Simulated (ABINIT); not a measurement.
**CsH (Fm-3m): G0W0 in ABINIT against the bands in the screening**

How does the gap of CsH (Fm-3m) converge in the bands in the screening?

Method: LDA and many-body steps on it, plane waves, in ABINIT 10.8.3.

Report form: inputs, costs, results and the conclusion, without the logs.

The database entry behind the starting cell differs from other determinations of this structure, so it need not match the best structure at room temperature.

**1. The system as given**

Symmetry: Fm-3m, No. 225, cubic system. Conventional cell: a = 6.376 Å, b = 6.376 Å, c = 6.376 Å, α = 90.00°, β = 90.00°, γ = 90.00°. Nearest to Cs lie 6 H at 3.19 Å. H has 6 Cs at 3.19 Å nearest. Farther neighbours, and contacts between anions beyond the nearest, are not listed.

The cell and positions come from the Crystallography Open Database and are kept as given unless a step says otherwise.

**2. Screening, 4×4×4 mesh, 13 bands, screening to 106.1 eV**

This step: ABINIT 10.8.3; RPA screening on LDA, plane waves, norm-conserving pseudopotentials.

The RPA dielectric matrix is built and inverted for each q.

Input file run.abi:

```
acell 3*1.0 Angstrom
rprim 
  -0.000000000000 3.188000000000 3.188000000000
  3.188000000000 -0.000000000000 3.188000000000
  3.188000000000 3.188000000000 -0.000000000000
ntypat 2
znucl 55 1
natom 2
typat 1 2
xred 
  0.000000000000 0.000000000000 0.000000000000
  0.500000000000 0.500000000000 0.500000000000
pp_dirpath "pseudos"
pseudos "Cs.upf, H.upf"
ecut 31
ngkpt 4 4 4
nshiftk 1
shiftk 0 0 0
kptopt 1
chksymbreak 0
istwfk *1
occopt 1
irdwfk 1
optdriver 3
nband 13
ecuteps 3.9
inclvkb 2
awtr 1
symchi 1
indata_prefix "in"
outdata_prefix "out"
tmpdata_prefix "tmp"
```

Run with:

```
OMP_NUM_THREADS=1 mpirun -n 4 abinit run.abi > log
```

The job ended after 2.8 s (4 MPI ranks of Arm Neoverse V2, shared host; peak memory 0.13 GiB).

This step gave:

* ε∞ with local fields, on this mesh: 3.206
* ε∞ without local fields, on this mesh: 3.683
* plasma frequency: 14.59 eV
* plane waves in the screening matrix: 169

Local fields lower ε∞ by 13 %.

**3. 13 bands**

The self-energy is evaluated for the states that the input lists, and the quasiparticle equation is solved.

This step: G0W0 on LDA, plane waves, norm-conserving pseudopotentials.

run.abi: that of step 2 with these lines changed.

```diff
@@ -23,8 +23,17 @@
 irdwfk 1
-optdriver 3
-nband 13
+optdriver 4
+nband 31
+gwcalctyp 0
+ecutsigx 31
+symsigma 1
+nkptgw 2
+kptgw 
+  0.5000000000 0.0000000000 0.0000000000
+  0.0000000000 0.0000000000 0.0000000000
+bdgw 
+  3 8
+  2 8
 ecuteps 3.9
-inclvkb 2
-awtr 1
-symchi 1
+irdscr 1
+ppmodel 1
 indata_prefix "in"
```

The job ended after 3.8 s (4 MPI ranks; peak memory 0.54 GiB).

Read from the output:

- G0W0 gap on the mesh: 4.006 eV
- starting gap on the mesh: 1.956 eV
- k of the valence top: 0.5, 0, 0
- k of the conduction bottom: 0.5, 0, 0
- Z at the valence top: 0.773
- Z at the conduction bottom: 0.838
- least direct G0W0 gap on the computed points: 4.006 eV

The gap on the mesh goes from 1.96 eV to 4.01 eV, a correction of +2.05 eV.

**4. Screening, 4×4×4 mesh, 31 bands, screening to 106.1 eV**

This step: RPA screening on LDA, plane waves, norm-conserving pseudopotentials.

run.abi: that of step 3 with these lines changed.

```diff
@@ -23,17 +23,8 @@
 irdwfk 1
-optdriver 4
+optdriver 3
 nband 31
-gwcalctyp 0
-ecutsigx 31
-symsigma 1
-nkptgw 2
-kptgw 
-  0.5000000000 0.0000000000 0.0000000000
-  0.0000000000 0.0000000000 0.0000000000
-bdgw 
-  3 8
-  2 8
 ecuteps 3.9
-irdscr 1
-ppmodel 1
+inclvkb 2
+awtr 1
+symchi 1
 indata_prefix "in"
```

It took 4.8 s on 4 MPI ranks; peak memory 0.56 GiB.

This step gave:

```
ε∞ with local fields, on this mesh    : 3.236
ε∞ without local fields, on this mesh : 3.753
plasma frequency                      : 14.59 eV
plane waves in the screening matrix   : 169
```

**5. 31 bands**

This step: G0W0 on LDA, plane waves, norm-conserving pseudopotentials.

run.abi: that of step 4 with these lines changed.

```diff
@@ -23,8 +23,17 @@
 irdwfk 1
-optdriver 3
+optdriver 4
 nband 31
+gwcalctyp 0
+ecutsigx 31
+symsigma 1
+nkptgw 2
+kptgw 
+  0.5000000000 0.0000000000 0.0000000000
+  0.0000000000 0.0000000000 0.0000000000
+bdgw 
+  3 8
+  2 8
 ecuteps 3.9
-inclvkb 2
-awtr 1
-symchi 1
+irdscr 1
+ppmodel 1
 indata_prefix "in"
```

Wall time 3.9 s (4 MPI ranks); peak memory 0.54 GiB; 15 s of CPU time.

Numbers from this step:

```
G0W0 gap on the mesh                         : 3.955 eV
starting gap on the mesh                     : 1.956 eV
k of the valence top                         : 0.5, 0, 0
k of the conduction bottom                   : 0.5, 0, 0
Z at the valence top                         : 0.778
Z at the conduction bottom                   : 0.835
least direct G0W0 gap on the computed points : 3.955 eV
```

Against the run before, the gap moves by −0.051 eV.

**6. Screening, 4×4×4 mesh, 66 bands, screening to 106.1 eV**

This step: RPA screening on LDA, plane waves, norm-conserving pseudopotentials.

run.abi: that of step 5 with these lines changed.

```diff
@@ -23,17 +23,8 @@
 irdwfk 1
-optdriver 4
-nband 31
-gwcalctyp 0
-ecutsigx 31
-symsigma 1
-nkptgw 2
-kptgw 
-  0.5000000000 0.0000000000 0.0000000000
-  0.0000000000 0.0000000000 0.0000000000
-bdgw 
-  3 8
-  2 8
+optdriver 3
+nband 66
 ecuteps 3.9
-irdscr 1
-ppmodel 1
+inclvkb 2
+awtr 1
+symchi 1
 indata_prefix "in"
```

Run time: 8.4 s. Hardware: 4 MPI ranks; peak memory 0.69 GiB.

Read from the output:

```
ε∞ with local fields, on this mesh    : 3.245
ε∞ without local fields, on this mesh : 3.760
plasma frequency                      : 14.59 eV
plane waves in the screening matrix   : 169
```

**7. 66 bands**

This step: G0W0 on LDA, plane waves, norm-conserving pseudopotentials.

run.abi: that of step 6 with these lines changed.

```diff
@@ -23,8 +23,17 @@
 irdwfk 1
-optdriver 3
-nband 66
+optdriver 4
+nband 31
+gwcalctyp 0
+ecutsigx 31
+symsigma 1
+nkptgw 2
+kptgw 
+  0.5000000000 0.0000000000 0.0000000000
+  0.0000000000 0.0000000000 0.0000000000
+bdgw 
+  3 8
+  2 8
 ecuteps 3.9
-inclvkb 2
-awtr 1
-symchi 1
+irdscr 1
+ppmodel 1
 indata_prefix "in"
```

Run time: 3.9 s. Hardware: 4 MPI ranks; peak memory 0.54 GiB; 15 s of CPU time.

Read from the output:

* G0W0 gap on the mesh: 3.972 eV
* starting gap on the mesh: 1.956 eV
* k of the valence top: 0.5, 0, 0
* k of the conduction bottom: 0.5, 0, 0
* least direct G0W0 gap on the computed points: 3.972 eV

Against the run before, the gap moves by +0.017 eV.

**8. The runs together**

Times are wall times on 4 MPI ranks of Arm Neoverse V2, shared host, good to a factor of about two. A run's time includes the screening step that it read.

| run | mesh | bands | screening cutoff (eV) | DFT gap (eV) | gap on the mesh (eV) | direct (eV) | ε∞ used | time |
| --- | --- | --- | --- | --- | --- | --- | --- | --- |
| 13 bands | 4×4×4 | 31 | 106.1 | 1.956 | 4.006 | 4.006 | 3.21 | 6.6 s |
| 31 bands | 4×4×4 | 31 | 106.1 | 1.956 | 3.955 | 3.955 | 3.24 | 8.6 s |
| 66 bands | 4×4×4 | 31 | 106.1 | 1.956 | 3.972 | 3.972 | 3.25 | 12 s |

**9. Summary of results**

| Item | Value |
| --- | --- |
| 13 bands | 4.006 eV |
| 31 bands | 3.955 eV |
| 66 bands | 3.972 eV |
| known limits | short of the basis limit; no spin-orbit coupling |

**Reading.** The setting moved: bands in the screening. From 13 bands to 66 bands the gap moves by −0.03 eV. The last step still moves it by +0.017 eV. Bands and screening cutoff are coupled, so a series along one setting does not show full convergence. Where bands and cutoff are finite, the G0W0 gap stands short of the basis limit, usually by up to a few tenths of an eV; the mesh is an error of its own. The many-body steps are scalar-relativistic: spin-orbit coupling is not in them.

[Long decimals in the printed logs are rounded to 6 places.]

[Logs are printed without paths, hosts, clocks, repeated set-up lines and the standing remarks that a program may print on its own settings, such as how far it seeks lower states.]

[Paths, hosts, dates, memory and timing lines, banners, echoed tables and standing remarks are left out of the program output; an Ansatz launch command may be rebuilt from the run's recorded settings. Measured values are a selection of at most five: reports struck by readers or far from the other reports are left out. None is set beside runs whose start may be inverted or whose files or cutoffs have a known fault.]

[Runs of the session that timed out or met a known fault of the program may be left out.]

[Hosts, paths, dates, database ids (printed as entryN), source tags and the programs' standing remarks are cut or masked in the printed files.]

[G0W0 gaps are taken among the corrected bands and points alone; a level outside them can change the order at an edge.]

[Where Ansatz stands beside ABINIT at settings called matched, ABINIT's density can come from a denser mesh and the files from another edition; pairs whose starting gaps differed by over 0.03 eV were left out, so agreement reads better than it is.]
